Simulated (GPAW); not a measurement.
# Screening of a field by a 9-layer slab of Au(110)

Aim: the dipole that a field along the normal induces in a 9-layer slab of Au(110).

Calculated with GPAW 26.7.0; GPAW, PAW setups; slab in vacuum, relaxation, in the first sound run; inputs show where later runs differ.

### Step 1. The structure

The cell holds 9 atoms: 9 Au. Its edges and angles: a = 4.080 Å, b = 2.885 Å, c = 25.540 Å, α = 90.0°, β = 90.0°, γ = 90.0°. Vacuum lies along c.

Structure file:

```cif
data_structure
_symmetry_space_group_name_H-M 'P 1'
_symmetry_Int_Tables_number 1
_cell_length_a 4.0800
_cell_length_b 2.8850
_cell_length_c 25.5400
_cell_angle_alpha 90.000
_cell_angle_beta 90.000
_cell_angle_gamma 90.000
_cell_volume 300.63
loop_
_atom_site_label
_atom_site_type_symbol
_atom_site_fract_x
_atom_site_fract_y
_atom_site_fract_z
_atom_site_occupancy
Au1 Au 0.00000 0.00000 0.27408 1
Au2 Au 0.50000 0.50000 0.33056 1
Au3 Au 0.00000 0.00000 0.38704 1
Au4 Au 0.50000 0.50000 0.44352 1
Au5 Au 0.00000 0.00000 0.50000 1
Au6 Au 0.50000 0.50000 0.55648 1
Au7 Au 0.00000 0.00000 0.61296 1
Au8 Au 0.50000 0.50000 0.66944 1
Au9 Au 0.00000 0.00000 0.72592 1
```

### Step 2. Relaxing the atoms

Forces are removed first; all later runs use this geometry. The lowest 4 atoms are held at bulk positions and keep their forces.

run.py reads:

```python
import json
import numpy as np
from ase import Atoms
from ase.constraints import FixAtoms
from ase.optimize import BFGS
from gpaw import GPAW, PW

slab = Atoms(
    ['Au', 'Au', 'Au', 'Au', 'Au', 'Au', 'Au', 'Au', 'Au'],
    positions=[
        [0.00000, 0.00000, 7.00000],
        [2.04000, 1.44250, 8.44250],
        [0.00000, 0.00000, 9.88500],
        [2.04000, 1.44250, 11.32749],
        [0.00000, 0.00000, 12.76999],
        [2.04000, 1.44250, 14.21249],
        [0.00000, 0.00000, 15.65499],
        [2.04000, 1.44250, 17.09748],
        [0.00000, 0.00000, 18.53998]],
    cell=[[4.08, 0.0, 0.0], [0.0, 2.885, 0.0], [0.0, 0.0, 25.53998]],
    pbc=[True, True, False])

slab.calc = GPAW(mode=PW(400), xc='PBE', kpts={'size': (8, 11, 1), 'gamma': True},
                 occupations={'name': 'fermi-dirac', 'width': 0.1}, nbands='160%',
                 convergence={'density': 1e-05}, maxiter=200,
                 poissonsolver={'dipolelayer': 'xy'},
                 symmetry={'tolerance': 1e-3, 'extra_ids': [1, 1, 1, 1, 0, 0, 0, 0, 0]}, txt='slab.txt')
result = {}
slab.set_constraint(FixAtoms([0, 1, 2, 3]))
path = []
opt = BFGS(slab, maxstep=0.2)
opt.attach(lambda: path.append((slab.get_potential_energy(), slab.positions.tolist(), slab.get_forces().tolist())))
result['relaxed'] = bool(opt.run(fmax=0.03, steps=40))
result['path'] = path
energy = slab.get_potential_energy()
fermi = slab.calc.get_fermi_level()
v = slab.calc.get_electrostatic_potential().mean((0, 1)) - fermi
n = slab.calc.get_pseudo_density().mean((0, 1))
L = slab.cell[2, 2]
z = np.arange(len(v)) * L / len(v)
low, high = slab.positions[:, 2].min(), slab.positions[:, 2].max()
below, above = np.interp([low - 4.8, high + 4.8], z, v)
slopes = [np.interp(x, z, np.gradient(v, z)) for x in (low - 4.8, high + 4.8)]
eps = np.array([[slab.calc.get_eigenvalues(k, s) for k in range(len(slab.calc.get_ibz_k_points()))]
                for s in range(slab.calc.get_number_of_spins())]) - fermi
top, bottom = eps[eps < 0].max(), eps[eps > 0].min()
dipole = slab.get_dipole_moment()[2]
print(f'energy {energy:.4f} eV, Fermi level {fermi:.4f} eV, dipole {dipole:.5f} e A')
print(f'potential 4.8 A off the faces, from the Fermi level: lower {below:.4f} eV, upper {above:.4f} eV')
print(f'slope of the potential there: lower {slopes[0]:.5f}, upper {slopes[1]:.5f} eV/A')
print(f'nearest levels on the mesh: {top:.4f} and {bottom:.4f} eV')
print('magnetic moment', round(slab.get_magnetic_moment(), 3))
result.update(energy=energy, fermi=fermi, dipole=dipole, below=below, above=above, slopes=slopes, edges=[top, bottom],
              z=z.tolist(), v=v.tolist(), n=n.tolist(), positions=slab.positions.tolist(),
              forces=slab.get_forces(apply_constraint=False).tolist(), moments=slab.get_magnetic_moments().tolist())
json.dump(result, open('result.json', 'w'))
```

Run with:

```sh
$ OMP_NUM_THREADS=1 OPENBLAS_NUM_THREADS=1 python run.py
```

Output:

```text
Step          Energy          fmax
BFGS:    0      -26.628934        0.698355
BFGS:    1      -26.636018        0.642261
BFGS:    2      -26.686104        0.265459
BFGS:    3      -26.691817        0.285093
BFGS:    4      -26.701834        0.310157
BFGS:    5      -26.716851        0.308595
BFGS:    6      -26.738612        0.347683
BFGS:    7      -26.762765        0.314101
BFGS:    8      -26.775447        0.302728
BFGS:    9      -26.779001        0.260141
BFGS:   10      -26.781238        0.199829
BFGS:   11      -26.783856        0.097046
BFGS:   12      -26.785272        0.054049
BFGS:   13      -26.785710        0.019044
energy -26.7387 eV, Fermi level 2.5593 eV, dipole -0.00193 e A
potential 4.8 A off the faces, from the Fermi level: lower 4.9475 eV, upper 4.9728 eV
slope of the potential there: lower -0.00024, upper 0.00023 eV/A
nearest levels on the mesh: -0.0398 and 0.0126 eV
magnetic moment 0.0
```

Wall time 28 min (1 thread of AMD EPYC 9B45 (Zen 5), shared host); peak memory 0.46 GiB.

Step by step:

```
step  energy less that of the first step (eV)  largest force (eV/Å)
   1                                   0.0000                0.6984
   2                                  -0.0070                0.6423
   3                                  -0.0560                0.2655
   4                                  -0.0614                0.2851
   5                                  -0.0708                0.3102
   6                                  -0.0847                0.3086
   7                                  -0.1050                0.3477
   8                                  -0.1276                0.3141
   9                                  -0.1395                0.3027
  10                                  -0.1431                0.2601
  11                                  -0.1455                0.1998
  12                                  -0.1483                0.0970
  13                                  -0.1498                0.0540
  14                                  -0.1500                0.0190
```

The atoms that moved most (Å):

```
atom     dx     dy     dz  length
 Au8  0.000  0.000  0.419   0.419
 Au9  0.000  0.000  0.371   0.371
 Au7  0.000  0.000  0.269   0.269
 Au6  0.000  0.000  0.196   0.196
 Au5  0.000  0.000  0.119   0.119
```

Final coordinates:

```xyz
9
Lattice="4.0800 0.0000 0.0000 0.0000 2.8850 0.0000 0.0000 0.0000 25.5400" Properties=species:S:1:pos:R:3
Au    0.0000    0.0000    7.0000
Au    2.0400    1.4425    8.4425
Au    0.0000    0.0000    9.8850
Au    2.0400    1.4425   11.3275
Au    0.0000    0.0000   12.8888
Au    2.0400    1.4425   14.4087
Au    0.0000    0.0000   15.9239
Au    2.0400    1.4425   17.5163
Au    0.0000    0.0000   18.9114
```

This step gave:

```
dipole along the normal                    : -0.001928 e·Å
levels nearest the Fermi level on the mesh : -0.03976, 0.01260 eV from the Fermi level
upper work function                        : 4.973 eV
lower work function                        : 4.947 eV
```

The electrostatic potential energy of an electron (without an applied field's), less the Fermi level, planar mean oscillates, so the rows of the table below give means over windows of 1.49 Å about each position, cut where the curve ends. Its maxima inside the range that stand out by 2 % of the span (Å: eV): 7.7: -6.05, 9.2: -6.35, 10.6: -6.36, 12.1: -4.62, 13.6: -5.14, 15.2: -5.23, 16.7: -4.13, 18.2: -6.61. Its minima: 7.0: -12.8, 8.4: -13.5, 9.9: -13.7, 11.3: -13.4, 12.9: -13.3, 14.4: -13.3, 16.0: -13.1, 17.6: -13.3, 18.8: -12.7.

The electrostatic potential energy of an electron (without an applied field's), less the Fermi level, planar mean by z; means over each step:

z (Å), electrostatic potential energy of an electron (without an applied field's), less the Fermi level, planar mean (eV) and a bar from the least value:
```
     0.74        4.9 ##############################
     2.23        4.9 ##############################
     3.72        4.9 ##############################
     5.21        4.4 #############################
     6.70       -6.6 #######
     8.19       -9.7 
     9.68       -9.9 
    11.17       -9.6 #
    12.66       -9.0 ##
    14.15       -9.2 #
    15.64       -9.1 ##
    17.13       -8.7 ##
    18.62       -9.4 #
    20.11        2.3 #########################
    21.60        4.9 ##############################
    23.09        5.0 ##############################
    24.58        5.0 ##############################
```

The pseudo valence density, planar mean oscillates, so the rows of the table below give means over windows of 1.49 Å about each position, cut where the curve ends. Its maxima inside the range that stand out by 2 % of the span (Å: e/Å³): 7.0: 0.818, 8.5: 0.837, 9.8: 0.829, 11.3: 0.837, 13.0: 0.813, 14.5: 0.827, 16.0: 0.828, 17.5: 0.828, 18.9: 0.815. Its minima: 7.7: 0.492, 9.2: 0.487, 10.6: 0.488, 12.1: 0.428, 13.6: 0.448, 15.1: 0.452, 16.8: 0.419, 18.3: 0.522.

Table of pseudo valence density, planar mean by z; means over each step:

```
z (Å)  pseudo valence density, planar mean (e/Å³)
 2.23                                      6.6e-6
 3.72                                      3.6e-4
 5.21                                      0.0246
 6.70                                       0.509
 8.19                                       0.644
 9.68                                       0.644
11.17                                       0.631
12.66                                       0.608
14.15                                       0.617
15.64                                       0.613
17.13                                       0.600
18.62                                       0.632
20.11                                       0.120
21.60                                     0.00176
23.09                                      3.0e-5
```

The relaxation lowered the energy of the cell by 0.150 eV (energies extrapolated to zero smearing; the optimiser's log prints free energies). The largest force left on a free atom is 0.019 eV/Å.

### Step 3. Plane waves, PBE

The work function is the vacuum plateau of the electrostatic potential less the Fermi level; a dipole layer lets the two faces have plateaus of their own.

This step: GPAW, PAW setups; slab in vacuum (GPAW 26.7.0).

run.py: that of step 2 with these lines changed.

```diff
@@ -3,4 +3,2 @@
 from ase import Atoms
-from ase.constraints import FixAtoms
-from ase.optimize import BFGS
 from gpaw import GPAW, PW
@@ -14,7 +12,7 @@
         [2.04000, 1.44250, 11.32749],
-        [0.00000, 0.00000, 12.76999],
-        [2.04000, 1.44250, 14.21249],
-        [0.00000, 0.00000, 15.65499],
-        [2.04000, 1.44250, 17.09748],
-        [0.00000, 0.00000, 18.53998]],
+        [0.00000, 0.00000, 12.88880],
+        [2.04000, 1.44250, 14.40867],
+        [-0.00000, 0.00000, 15.92390],
+        [2.04000, 1.44250, 17.51630],
+        [-0.00000, 0.00000, 18.91137]],
     cell=[[4.08, 0.0, 0.0], [0.0, 2.885, 0.0], [0.0, 0.0, 25.53998]],
@@ -26,10 +24,4 @@
                  poissonsolver={'dipolelayer': 'xy'},
-                 symmetry={'tolerance': 1e-3, 'extra_ids': [1, 1, 1, 1, 0, 0, 0, 0, 0]}, txt='slab.txt')
+                 symmetry={'tolerance': 1e-3}, txt='slab.txt')
 result = {}
-slab.set_constraint(FixAtoms([0, 1, 2, 3]))
-path = []
-opt = BFGS(slab, maxstep=0.2)
-opt.attach(lambda: path.append((slab.get_potential_energy(), slab.positions.tolist(), slab.get_forces().tolist())))
-result['relaxed'] = bool(opt.run(fmax=0.03, steps=40))
-result['path'] = path
 energy = slab.get_potential_energy()
```

Output:

```text
energy -26.7387 eV, Fermi level 2.5592 eV, dipole -0.00225 e A
potential 4.8 A off the faces, from the Fermi level: lower 4.9478 eV, upper 4.9727 eV
slope of the potential there: lower -0.00021, upper 0.00019 eV/A
nearest levels on the mesh: -0.0398 and 0.0126 eV
magnetic moment 0.0
```

Run time: 3.9 min. Hardware: 1 thread; peak memory 0.46 GiB.

This step gave:

```yaml
dipole_along_the_normal: -0.002254 e·Å
levels_nearest_the_fermi_level_on_the_mesh: -0.03976, 0.01259 eV from the Fermi level
lower_work_function: 4.948 eV
```

The electrostatic potential energy of an electron (without an applied field's), less the Fermi level, planar mean oscillates, so the rows of the table below give means over windows of 1.49 Å about each position, cut where the curve ends. Its maxima inside the range that stand out by 2 % of the span (Å: eV): 7.7: -6.05, 9.2: -6.35, 10.6: -6.36, 12.1: -4.62, 13.6: -5.14, 15.2: -5.23, 16.7: -4.13, 18.2: -6.61. Its minima: 7.0: -12.8, 8.4: -13.5, 9.9: -13.7, 11.3: -13.4, 12.9: -13.3, 14.4: -13.3, 16.0: -13.1, 17.6: -13.3, 18.8: -12.7.

Table of electrostatic potential energy of an electron (without an applied field's), less the Fermi level, planar mean by z; means over each step:

z (Å), electrostatic potential energy of an electron (without an applied field's), less the Fermi level, planar mean (eV) and a bar from the least value:
```
     0.74        4.9 ##############################
     2.23        4.9 ##############################
     3.72        4.9 ##############################
     5.21        4.4 #############################
     6.70       -6.6 #######
     8.19       -9.7 
     9.68       -9.9 
    11.17       -9.6 #
    12.66       -9.0 ##
    14.15       -9.2 #
    15.64       -9.1 ##
    17.13       -8.7 ##
    18.62       -9.4 #
    20.11        2.3 #########################
    21.60        4.9 ##############################
    23.09        5.0 ##############################
    24.58        5.0 ##############################
```

The pseudo valence density, planar mean oscillates, so the rows of the table below give means over windows of 1.49 Å about each position, cut where the curve ends. Its maxima inside the range that stand out by 2 % of the span (Å: e/Å³): 7.0: 0.818, 8.5: 0.837, 9.8: 0.829, 11.3: 0.837, 13.0: 0.813, 14.5: 0.827, 16.0: 0.828, 17.5: 0.828, 18.9: 0.815. Its minima: 7.7: 0.492, 9.2: 0.487, 10.6: 0.488, 12.1: 0.428, 13.6: 0.448, 15.1: 0.452, 16.8: 0.419, 18.3: 0.522.

Table of pseudo valence density, planar mean by z; means over each step:

z (Å), pseudo valence density, planar mean (e/Å³) and a bar:
```
     2.23      0.000 
     3.72      0.000 
     5.21      0.025 #
     6.70      0.509 ########################
     8.19      0.644 ##############################
     9.68      0.644 ##############################
    11.17      0.631 #############################
    12.66      0.608 ############################
    14.15      0.617 #############################
    15.64      0.613 #############################
    17.13      0.600 ############################
    18.62      0.632 #############################
    20.11      0.120 ######
    21.60      0.002 
    23.09      0.000
```

Force by atom:

| atom | x (eV/Å) | y (eV/Å) | z (eV/Å) | size |
| --- | --- | --- | --- | --- |
| Au1 | 0.000 | 0.000 | -0.160 | 0.160 |
| Au2 | 0.000 | 0.000 | -0.699 | 0.699 |
| Au3 | 0.000 | 0.000 | 0.272 | 0.272 |
| Au4 | 0.000 | 0.000 | 0.572 | 0.572 |
| Au5 | 0.000 | 0.000 | -0.003 | 0.003 |
| Au6 | 0.000 | 0.000 | 0.007 | 0.007 |
| Au7 | 0.000 | 0.000 | 0.005 | 0.005 |
| Au8 | 0.000 | 0.000 | 0.018 | 0.018 |
| Au9 | 0.000 | 0.000 | -0.013 | 0.013 |

The potential is flat to 2.1e-4 eV/Å where it is read, so the vacuum is wide enough.

### Step 4. In a field

A uniform field along the normal polarises the slab; the atoms stay fixed, so this is the electronic response alone.

run.py: that of step 3 with these lines changed.

```diff
@@ -4,2 +4,3 @@
 from gpaw import GPAW, PW
+from gpaw.external import ConstantElectricField
 
@@ -24,2 +25,3 @@
                  poissonsolver={'dipolelayer': 'xy'},
+                 external=ConstantElectricField(-0.2, [0, 0, 1]),
                  symmetry={'tolerance': 1e-3}, txt='slab.txt')
```

Output:

```text
energy -26.7579 eV, Fermi level 2.5421 eV, dipole -0.19101 e A
potential 4.8 A off the faces, from the Fermi level: lower 3.5320 eV, upper 6.4684 eV
slope of the potential there: lower -0.00009, upper 0.00041 eV/A
nearest levels on the mesh: -0.0400 and 0.0123 eV
magnetic moment 0.0
```

It took 11 min on 1 thread; peak memory 0.64 GiB.

Numbers from this step:

```
dipole along the normal                                         : -0.1910 e·Å
levels nearest the Fermi level on the mesh                      : -0.03999, 0.01235 eV from the Fermi level
potential below the slab, the applied field's own ramp left out : 3.532 eV from the Fermi level
potential above the slab, the applied field's own ramp left out : 6.468 eV from the Fermi level
```

The electrostatic potential energy of an electron (without an applied field's), less the Fermi level, planar mean oscillates, so the rows of the table below give means over windows of 1.49 Å about each position, cut where the curve ends. Its maxima inside the range that stand out by 2 % of the span (Å: eV): 7.8: -7.04, 9.2: -7.07, 10.6: -6.79, 12.1: -4.75, 13.6: -4.97, 15.2: -4.75, 16.7: -3.35, 18.2: -5.53, 24.4: 6.47. Its minima: 7.0: -13.9, 8.4: -14.4, 9.9: -14.2, 11.3: -13.7, 12.9: -13.3, 14.4: -12.9, 16.0: -12.5, 17.6: -12.3, 18.8: -11.5.

The electrostatic potential energy of an electron (without an applied field's), less the Fermi level, planar mean by z; means over each step:

z (Å), electrostatic potential energy of an electron (without an applied field's), less the Fermi level, planar mean (eV) and a bar from the least value:
```
     0.74        3.7 #########################
     2.23        3.5 #########################
     3.72        3.5 #########################
     5.21        3.0 ########################
     6.70       -7.8 #####
     8.19      -10.6 
     9.68      -10.5 
    11.17       -9.9 #
    12.66       -9.0 ###
    14.15       -8.9 ###
    15.64       -8.5 ####
    17.13       -7.8 #####
    18.62       -8.2 ####
    20.11        3.7 #########################
    21.60        6.4 ##############################
    23.09        6.5 ##############################
    24.58        6.4 ##############################
```

Force by atom:

| atom | x (eV/Å) | y (eV/Å) | z (eV/Å) | size |
| --- | --- | --- | --- | --- |
| Au1 | 0.000 | 0.000 | -0.156 | 0.156 |
| Au2 | 0.000 | 0.000 | -0.699 | 0.699 |
| Au3 | 0.000 | 0.000 | 0.265 | 0.265 |
| Au4 | 0.000 | 0.000 | 0.574 | 0.574 |
| Au5 | 0.000 | 0.000 | -0.005 | 0.005 |
| Au6 | 0.000 | 0.000 | 0.009 | 0.009 |
| Au7 | 0.000 | 0.000 | -0.001 | 0.001 |
| Au8 | 0.000 | 0.000 | 0.017 | 0.017 |
| Au9 | 0.000 | 0.000 | -0.009 | 0.009 |

The dipole is now -0.191 e Å, against -0.0023 in the run without a field.

### Step 5. In a field

run.py: that of step 4 with these lines changed.

```diff
@@ -25,3 +25,3 @@
                  poissonsolver={'dipolelayer': 'xy'},
-                 external=ConstantElectricField(-0.2, [0, 0, 1]),
+                 external=ConstantElectricField(-0.1, [0, 0, 1]),
                  symmetry={'tolerance': 1e-3}, txt='slab.txt')
```

Output:

```text
energy -26.7436 eV, Fermi level 2.5510 eV, dipole -0.09633 e A
potential 4.8 A off the faces, from the Fermi level: lower 4.2389 eV, upper 5.7198 eV
slope of the potential there: lower -0.00015, upper 0.00029 eV/A
nearest levels on the mesh: -0.0399 and 0.0125 eV
magnetic moment 0.0
```

Wall time 4.9 min (1 thread); peak memory 0.65 GiB.

This step gave:

```
dipole along the normal                                         : -0.09633 e·Å
levels nearest the Fermi level on the mesh                      : -0.03989, 0.01246 eV from the Fermi level
potential below the slab, the applied field's own ramp left out : 4.239 eV from the Fermi level
potential above the slab, the applied field's own ramp left out : 5.720 eV from the Fermi level
```

The electrostatic potential energy of an electron (without an applied field's), less the Fermi level, planar mean oscillates, so the rows of the table below give means over windows of 1.49 Å about each position, cut where the curve ends. Its maxima inside the range that stand out by 2 % of the span (Å: eV): 7.8: -6.55, 9.2: -6.71, 10.6: -6.57, 12.1: -4.68, 13.6: -5.05, 15.2: -4.99, 16.7: -3.74, 18.2: -6.07, 24.4: 5.72. Its minima: 7.0: -13.3, 8.4: -13.9, 9.9: -13.9, 11.3: -13.6, 12.9: -13.3, 14.4: -13.1, 16.0: -12.8, 17.6: -12.8, 18.8: -12.1.

Electrostatic potential energy of an electron (without an applied field's), less the Fermi level, planar mean against z; means over each step:

```csv
z (Å),"electrostatic potential energy of an electron (without an applied field's), less the Fermi level, planar mean (eV)"
0.74,4.33
2.23,4.24
3.72,4.23
5.21,3.73
6.70,-7.21
8.19,-10.1
9.68,-10.2
11.17,-9.75
12.66,-8.99
14.15,-9.04
15.64,-8.80
17.13,-8.23
18.62,-8.78
20.11,3.02
21.60,5.68
23.09,5.72
24.58,5.70
```

Force by atom:

```
atom  x (eV/Å)  y (eV/Å)  z (eV/Å)   size
 Au1     0.000     0.000    -0.158  0.158
 Au2     0.000     0.000    -0.699  0.699
 Au3     0.000     0.000     0.269  0.269
 Au4     0.000     0.000     0.573  0.573
 Au5     0.000     0.000    -0.004  0.004
 Au6     0.000     0.000     0.008  0.008
 Au7     0.000     0.000     0.002  0.002
 Au8     0.000     0.000     0.018  0.018
 Au9     0.000     0.000    -0.010  0.010
```

The dipole is now -0.0963 e Å, against -0.0023 in the run without a field.

(Part 1 of 2 ends here.)

[Logs are printed without paths, hosts, clocks, repeated set-up lines and the standing remarks that a program may print on its own settings, such as how far it seeks lower states.]

[Hosts, paths, dates, database ids (printed as entryN), source tags and the programs' standing remarks are cut or masked in the printed files.]
